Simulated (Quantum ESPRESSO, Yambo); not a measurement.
# LuBi2O4Cl (P4/mmm): changed settings of a GW run in Yambo

What do changed inputs do to GW on LuBi2O4Cl (P4/mmm)?

Main program and level: Yambo 5.3.0; PBEsol and many-body steps on it, plane waves.

## Step 1: Set-up

Symmetry: P4/mmm, No. 123, tetragonal system. Conventional cell: a = 3.823 Å, b = 3.823 Å, c = 8.856 Å, α = 90.00°, β = 90.00°, γ = 90.00°. Nearest to Lu lie 8 O at 2.34 Å. Nearest to Bi lie 4 O at 2.23 Å. Nearest to Cl lie 8 Bi at 3.33 Å. O has 2 Bi at 2.23 Å and 2 Lu at 2.34 Å nearest. Farther neighbours and most contacts between anions are not listed.

Structure file:

```xyz
8
Lattice="3.8232 0.0000 0.0000 0.0000 3.8232 0.0000 0.0000 0.0000 8.8560" Properties=species:S:1:pos:R:3 pbc="T T T"
Lu    0.0000    0.0000    0.0000
Bi    1.9116    1.9116    6.3701
Bi    1.9116    1.9116    2.4859
Cl    0.0000    0.0000    4.4280
O     1.9116    0.0000    7.5099
O     0.0000    1.9116    7.5099
O     1.9116    0.0000    1.3461
O     0.0000    1.9116    1.3461
```

The cell and positions come from the Crystallography Open Database and are kept as given unless a step says otherwise. Spin-orbit coupling is left out unless a step names it.

## Step 2: Base

This step: Yambo 5.3.0; G0W0 on PBEsol, plane waves, norm-conserving pseudopotentials.

G0W0 replaces the xc potential by the self-energy, built once from these orbitals. Only a window of levels is corrected, while the sums run over the empty bands that the input names.

Input file gw2.in:

```
HF_and_locXC
gw0
dyson
ppa
em1d
rim_cut
RandQpts= 1000000
RandGvec= 1 RL
EXXRLvcs= 92 Ry
VXCRLvcs= 368 Ry
Chimod= "HARTREE"
% BndsRnXp
 1 | 271 |
%
NGsBlkXp= 11.5 Ry
% LongDrXp
 1 | 1 | 1 |
%
% GbndRnge
 1 | 271 |
%
DysSolver= "n"
ExtendOut
PPAPntXp= 27.21138 eV
% QPkrange
 6 | 6 | 50 | 53 |
 1 | 1 | 50 | 53 |
%
```

On the command line:

```sh
> OMP_NUM_THREADS=1 mpirun -n 8 yambo -F gw2.in -J gw2 -C gw2 > gw2.log
```

What it wrote:

```text
 Yambo, version 5.3.0

 [02] CORE Variables Setup
 =========================

  [... cell, symmetries and grids as in the set-up ...]

  [02.05] Energies & Occupations
  ==============================

  [X] === General ===
  [X] Electronic Temperature                        :  0.000000  0.000000 [eV K]
  [X] Bosonic    Temperature                        :  0.000000  0.000000 [eV K]
  [X] Finite Temperature mode                       : no
  [X] El. density                                   :  0.78797E+24 [cm-3]
  [X] Fermi Level                                   :  11.22736 [eV]

  [X] === Gaps and Widths ===
  [X] Conduction Band Min                           :  1.125207 [eV]
  [X] Valence Band Max                              :  0.000000 [eV]
  [X] Filled Bands                                  :   51
  [X] Empty Bands                                   :    52   590
  [X] Direct Gap                                    :  1.513456 [eV]
  [X] Direct Gap localized at k                     :  1
  [X] Indirect Gap                                  :  1.125207 [eV]
  [X] Indirect Gap between kpts                     :   6   1
  [X] Last valence band width                       :  0.786197 [eV]
  [X] 1st conduction band width                     :  2.661999 [eV]

 [03] Transferred momenta grid and indexing
 ==========================================

 IBZ Q-points                                      :   6
 BZ  Q-points                                      :  16

 K/Q-points units:
 rlu = crystal or reduced units; cc = cartesian coordinates; iku = interal k-units

 Q [1]          [rlu]:  0.000000  0.000000  0.000000
 Q [2]          [rlu]:  0.000000  0.250000  0.000000
 Q [3]          [rlu]:  0.000000 -0.500000  0.000000
 Q [4]          [rlu]:  0.250000  0.250000  0.000000
 Q [5]          [rlu]:  0.250000 -0.500000  0.000000
 Q [6]          [rlu]: -0.500000 -0.500000  0.000000

 [04] Coloumb potential Random Integration (RIM)
 ===============================================

  [04.01] RIM initialization
  ==========================

  * Diagonal components only detected *

  8 x (sBL volume)        :  0.141978 [a.u.]
  sBZ random points       :  1000000
  Points outside the sBZ  :   7992674
  RL volume               :  0.283956 [a.u.]
  Integrated volume       :  0.284216 [a.u.]

  [04.02] RIM integrals
  =====================

  Gamma point sphere radius             :  0.094629 [a.u.]
  Points outside the sphere             :   799651
  [Int_sBZ(q=0) 1/q^2]*(Vol_sBZ)^(-1/3) =:  7.425606
                                 should be <:  7.795600

  Summary of Coulomb integrals for non-metallic bands |Q|[au] RIM/Bare

  Q [1] 0.100000E-4 0.952538 * Q [2] 0.217417 0.906566
  Q [4] 0.307474 0.966048 * Q [3] 0.434834 0.977944
  Q [5] 0.486160 0.984476 * Q [6] 0.614949 0.990485

 [WARNING] [Xp] User bands 1-271 break level degeneracy

 [05] Dipoles
 ============

  [05.01] Setup: observables and procedures
  =========================================

  [WARNING] [x,Vnl] slows the Dipoles computation. To neglect it rename the ns.kb_pp file

 [06] Dynamic Dielectric Matrix (PPA)
 ====================================

 [SLK-Inversion]  Pools        :  2
 [SLK-Inversion]  BLACS grid   :  2  2

 [WR./gw2//ndb.pp]---------------------------------------------------------------
  Brillouin Zone Q/K grids (IBZ/BZ)                :   6  16   6  16
  RL vectors                                       :  15651 [WF]
  Coulomb cutoff potential                         : none
  Electronic Temperature                           :  0.000000 [K]
  Bosonic    Temperature                           :  0.000000 [K]
  PPA    diel. fun.  energies                      : Perdew, Burke & Ernzerhof SOL(X)+Perdew, Burke & Ernzerhof SOL(C)
  wavefunctions                                    : Perdew, Burke & Ernzerhof SOL(X)+Perdew, Burke & Ernzerhof SOL(C)
  Global Gauge                                     : length
  X matrix size                                    :   591
  X band range                                     :    1  271
  X e/h energy range                               : -1.000000 -1.000000 [eV]
  X Time ordering                                  : R
  X Hxc Kernel                                     : HARTREE
  X Drude frequency                                :  0.000000  0.000000
  X poles                                          :  100.0000 [o/o]
  RL vectors in the sum                            :  15651
  [r,Vnl] included                                 : yes
  Field direction                                  :  0.577350E-5  0.577350E-5  0.577350E-5
  BZ energy Double Grid                            : no
  BZ energy DbGd points                            : 0
  BZ Q point size factor                           : -1.000000
  X Optical Averaged directions                    : none

 [07] Local Exchange-Correlation + Non-Local Fock
 ================================================

 [VXC] Plane waves :  104163
 [EXS] Plane waves :  13003

 QP @ state[ 1 ] K range:  1  1
 QP @ state[ 1 ] b range:   50   53
 QP @ state[ 2 ] K range:   6   6
 QP @ state[ 2 ] b range:   50   53

 [xc] Functional : Perdew, Burke & Ernzerhof SOL(X)+Perdew, Burke & Ernzerhof SOL(C)
 [xc] LIBXC used to calculate xc functional
  PP Number of Atomic Species                      :   4
  NLCC RL compoments                               :  104163
  PP Number of Atomic Species                      :   4
  NLCC RL compoments                               :  104163

 [xc] E_xc :  -71.31147 [Ha]
      E_xc :  -142.6229 [Ry]

  Local XC kind (lXC) : Perdew, Burke & Ernzerhof SOL(X)+Perdew, Burke & Ernzerhof SOL(C)
  Non-Local XC kind (nlXC) : Hartree-Fock

  Corrections @ K [1] :  [eV]
 <50|nlXC|50> = -26.42748  0.21935E-16 <50|lXC|50> = -21.78628  0.37763E-15
 <51|nlXC|51> = -23.72651 -0.33173E-17 <51|lXC|51> = -20.09624  0.000000
 <52|nlXC|52> = -8.227579 -0.28915E-17 <52|lXC|52> = -12.12347  0.18882E-15
 <53|nlXC|53> = -9.006582  0.24086E-17 <53|lXC|53> = -13.47468  0.000000

  Corrections @ K [6] :  [eV]
 <50|nlXC|50> = -24.58848 -0.20225E-16 <50|lXC|50> = -20.35511 -0.18882E-15
 <51|nlXC|51> = -27.10154  0.29056E-17 <51|lXC|51> = -22.59797 -0.18882E-15
 <52|nlXC|52> = -9.954057 -0.38323E-17 <52|lXC|52> = -14.04053 -0.47204E-16
 <53|nlXC|53> = -9.954412  0.85527E-18 <53|lXC|53> = -14.04053  0.47204E-16

  [07.01] Hartree-Fock occupations report
  =======================================

  [Hartree-Fock] === General ===
  [Hartree-Fock] Electronic Temperature             :  0.000000  0.000000 [eV K]
  [Hartree-Fock] Bosonic    Temperature             :  0.000000  0.000000 [eV K]
  [Hartree-Fock] Finite Temperature mode            : no
  [Hartree-Fock] El. density                        :  0.78797E+24 [cm-3]
  [Hartree-Fock] Fermi Level                        :  11.22736 [eV]

  [Hartree-Fock] === Gaps and Widths ===
  [Hartree-Fock] Conduction Band Min                :  2.775113 [eV]
  [Hartree-Fock] Valence Band Max                   : -0.369601 [eV]
  [Hartree-Fock] Filled Bands                       :   51
  [Hartree-Fock] Empty Bands                        :    52   590
  [Hartree-Fock] Direct Gap                         :  3.321844 [eV]
  [Hartree-Fock] Direct Gap localized at k          :  2
  [Hartree-Fock] Indirect Gap                       :  3.144713 [eV]
  [Hartree-Fock] Indirect Gap between kpts          :  2  3
  [Hartree-Fock] Last valence band width            :  4.133965 [eV]
  [Hartree-Fock] 1st conduction band width          :  4.978978 [eV]

 [08] Dyson equation: Newton solver
 ==================================

  [08.01] G0W0 (W PPA)
  ====================

  [  GW  ] Bands range     :    1  271
  [GW/PPA] G damping       :  0.100000 [eV]

  QP @ state[ 1 ] K range:  1  1
  QP @ state[ 1 ] b range:   50   53
  QP @ state[ 2 ] K range:   6   6
  QP @ state[ 2 ] b range:   50   53

   Sc/G bands                                       :    1  271
   Sc/G damping                                     :  0.100000 ev
   Sc bands terminator                              : no
   Sx RL components                                 :  13003

   QP @ state[ 1 ] K range                          :  1  1
   QP @ state[ 1 ] b range                          :   50   53
   QP @ state[ 2 ] K range                          :   6   6
   QP @ state[ 2 ] b range                          :   50   53
   GF energies kind                                 : Perdew, Burke & Ernzerhof SOL(X)+Perdew, Burke & Ernzerhof SOL(C)
   GF WF`s kind                                     : Perdew, Burke & Ernzerhof SOL(X)+Perdew, Burke & Ernzerhof SOL(C)
   Xs energies kind                                 : Perdew, Burke & Ernzerhof SOL(X)+Perdew, Burke & Ernzerhof SOL(C)
   Xs WF`s kind                                     : Perdew, Burke & Ernzerhof SOL(X)+Perdew, Burke & Ernzerhof SOL(C)

 [11] Game Over & Game summary
```

Wall time 4.9 min (8 MPI ranks of Arm Neoverse V1, shared host); peak memory 7.4 GiB.

This step gave:

| Property | Result |
| --- | --- |
| G0W0 gap on the points computed | 1.286 eV |
| starting gap on the mesh | 1.125 eV |
| k of the valence top | -0.5, -0.5, 0 |
| k of the conduction bottom | 0, 0, 0 |
| least direct G0W0 gap on the computed points | 1.984 eV |
| Z at the valence top | 0.7766 |
| Z at the conduction bottom | 0.8394 |

The gap on the mesh goes from 1.13 eV to 1.29 eV, a correction of +0.16 eV.

## Step 3: More G vectors in the random integration

gw6.in, as its differences from gw2.in of step 2:

```diff
@@ -7,3 +7,3 @@
 RandQpts= 1000000
-RandGvec= 1 RL
+RandGvec= 59 RL
 EXXRLvcs= 92 Ry
@@ -28 +28,2 @@
 %
+QpgFull
```

On the command line:

```sh
> OMP_NUM_THREADS=1 mpirun -n 8 yambo -F gw6.in -J gw6,gw2_W -C gw6 > gw6.log
```

What it wrote:

```text
 Yambo, version 5.3.0

 [02] CORE Variables Setup
 =========================

  [... cell, symmetries and grids as in the set-up ...]

  [02.05] Energies & Occupations
  ==============================

  [X] === General ===
  [X] Electronic Temperature                        :  0.000000  0.000000 [eV K]
  [X] Bosonic    Temperature                        :  0.000000  0.000000 [eV K]
  [X] Finite Temperature mode                       : no
  [X] El. density                                   :  0.78797E+24 [cm-3]
  [X] Fermi Level                                   :  11.22736 [eV]

  [X] === Gaps and Widths ===
  [X] Conduction Band Min                           :  1.125207 [eV]
  [X] Valence Band Max                              :  0.000000 [eV]
  [X] Filled Bands                                  :   51
  [X] Empty Bands                                   :    52   590
  [X] Direct Gap                                    :  1.513456 [eV]
  [X] Direct Gap localized at k                     :  1
  [X] Indirect Gap                                  :  1.125207 [eV]
  [X] Indirect Gap between kpts                     :   6   1
  [X] Last valence band width                       :  0.786197 [eV]
  [X] 1st conduction band width                     :  2.661999 [eV]

 [03] Transferred momenta grid and indexing
 ==========================================

 IBZ Q-points                                      :   6
 BZ  Q-points                                      :  16

 K/Q-points units:
 rlu = crystal or reduced units; cc = cartesian coordinates; iku = interal k-units

 Q [1]          [rlu]:  0.000000  0.000000  0.000000
 Q [2]          [rlu]:  0.000000  0.250000  0.000000
 Q [3]          [rlu]:  0.000000 -0.500000  0.000000
 Q [4]          [rlu]:  0.250000  0.250000  0.000000
[...]
Q [6]          [rlu]: -0.500000 -0.500000  0.000000

 [04] Coloumb potential Random Integration (RIM)
 ===============================================

  [04.01] RIM initialization
  ==========================

  8 x (sBL volume)        :  0.141978 [a.u.]
  sBZ random points       :  1000000
  Points outside the sBZ  :   7992674
  RL volume               :  0.283956 [a.u.]
  Integrated volume       :  0.284216 [a.u.]

  [04.02] RIM integrals
  =====================

  Gamma point sphere radius             :  0.094629 [a.u.]
  Points outside the sphere             :   799651
  [Int_sBZ(q=0) 1/q^2]*(Vol_sBZ)^(-1/3) =:  7.425606
                                 should be <:  7.795600

  Summary of Coulomb integrals for non-metallic bands |Q|[au] RIM/Bare

  Q [1] 0.100000E-4 0.952538 * Q [2] 0.217417 0.906566
  Q [4] 0.307474 0.966048 * Q [3] 0.434834 0.977944
  Q [5] 0.486160 0.984476 * Q [6] 0.614949 0.990485

 [WARNING] [Xp] User bands 1-271 break level degeneracy

 [05] Dipoles
 ============

  [05.01] Setup: observables and procedures
  =========================================

 [06] Dynamic Dielectric Matrix (PPA)
 ====================================

   Sc/G bands                                       :    1  271
   Sc/G damping                                     :  0.100000 ev
   Sc bands terminator                              : no
   Sx RL components                                 :  13003

   QP @ state[ 1 ] K range                          :  1  1
   QP @ state[ 1 ] b range                          :   50   53
   QP @ state[ 2 ] K range                          :   6   6
   QP @ state[ 2 ] b range                          :   50   53
   GF energies kind                                 : Perdew, Burke & Ernzerhof SOL(X)+Perdew, Burke & Ernzerhof SOL(C)
   GF WF`s kind                                     : Perdew, Burke & Ernzerhof SOL(X)+Perdew, Burke & Ernzerhof SOL(C)
   Xs energies kind                                 : Perdew, Burke & Ernzerhof SOL(X)+Perdew, Burke & Ernzerhof SOL(C)
   Xs WF`s kind                                     : Perdew, Burke & Ernzerhof SOL(X)+Perdew, Burke & Ernzerhof SOL(C)

 [11] Game Over & Game summary
```

It took 1.8 min on 8 MPI ranks; peak memory 7.5 GiB.

This step gave:

| Item | Value |
| --- | --- |
| G0W0 gap on the points computed | 1.336 eV |
| starting gap on the mesh | 1.125 eV |
| k of the valence top | -0.5, -0.5, 0 |
| k of the conduction bottom | 0, 0, 0 |
| least direct G0W0 gap on the computed points | 2.022 eV |
| Z at the valence top | 0.7744 |
| Z at the conduction bottom | 0.8375 |

Against G0W0 in Yambo (4×4×1 mesh, 271 bands, screening to 156.5 eV, Godby-Needs plasmon pole), the gap moves by +0.050 eV.

(Continued in part 2 of 2.)

[Paths, hosts, dates, memory and timing lines, banners, echoed tables and standing remarks are left out of the program output.]

[Logs are printed without paths, hosts, clocks, repeated set-up lines and the standing remarks that a program may print on its own settings, such as how far it seeks lower states.]

[Runs of the session that timed out or met a known fault of the program may be left out.]

[Hosts, paths, dates, database ids (printed as entryN), source tags and the programs' standing remarks are cut or masked in the printed files.]
